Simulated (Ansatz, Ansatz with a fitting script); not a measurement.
An input for Ansatz 0.2.0 (Al2O3 (Corundum)):

```yaml
crystal:
  lattice:
    - [2.348080516, 1.3556649179, 4.2733207511]
    - [-2.348080516, 1.3556649179, 4.2733207511]
    - [0.0, -2.711329836, 4.2733207511]
  atoms:
    - { symbol: Al, position: [0.3517843145, 0.3517843145, 0.3517843145] }
    - { symbol: Al, position: [0.1482156855, 0.1482156855, 0.1482156855] }
    - { symbol: Al, position: [0.6482156855, 0.6482156855, 0.6482156855] }
    - { symbol: Al, position: [0.8517843145, 0.8517843145, 0.8517843145] }
    - { symbol: O, position: [0.5568152714, 0.9431847286, 0.25] }
    - { symbol: O, position: [0.25, 0.5568152714, 0.9431847286] }
    - { symbol: O, position: [0.9431847286, 0.25, 0.5568152714] }
    - { symbol: O, position: [0.4431847286, 0.0568152714, 0.75] }
    - { symbol: O, position: [0.75, 0.4431847286, 0.0568152714] }
    - { symbol: O, position: [0.0568152714, 0.75, 0.4431847286] }
kpoints:
  mp_grid: { grid: [3, 3, 3] }
hamiltonian:
  xc: hse06
scf:
  occupations: { method: fixed }
  n_extra_bands: 7
  lower_state_search: "off"
  convergence: { dr2_threshold: 1.0e-09 }
output:
  eigenvalues: true
basis:
  ecutwfc: 650
```

```sh
ansatz run input.yaml --threads 20 --pin off --max-ram 73728MiB --backend cpu --events-out ev --progress --plain --runs-dir out
```

Estimate wall time and host memory on 20 threads of Arm Neoverse V2, shared host.

It took 18 s; on shared hardware allow 8.8 s to 35 s. Peak host memory was 1.3 GiB. The sizes that set the cost: 3071 plane waves a state, 6 irreducible k points and 13 SCF cycles.

Exact exchange couples every pair of k points and filled bands, so it costs far more than a semilocal run.

[Paths, hosts, dates, memory and timing lines, banners, echoed tables and standing remarks are left out of the program output.]

[Logs are printed without paths, hosts, clocks, repeated set-up lines and the standing remarks that a program may print on its own settings, such as how far it seeks lower states.]

[Runs of the session that timed out or met a known fault of the program may be left out.]

[Hosts, paths, dates, database ids (printed as entryN), source tags and the programs' standing remarks are cut or masked in the printed files.]
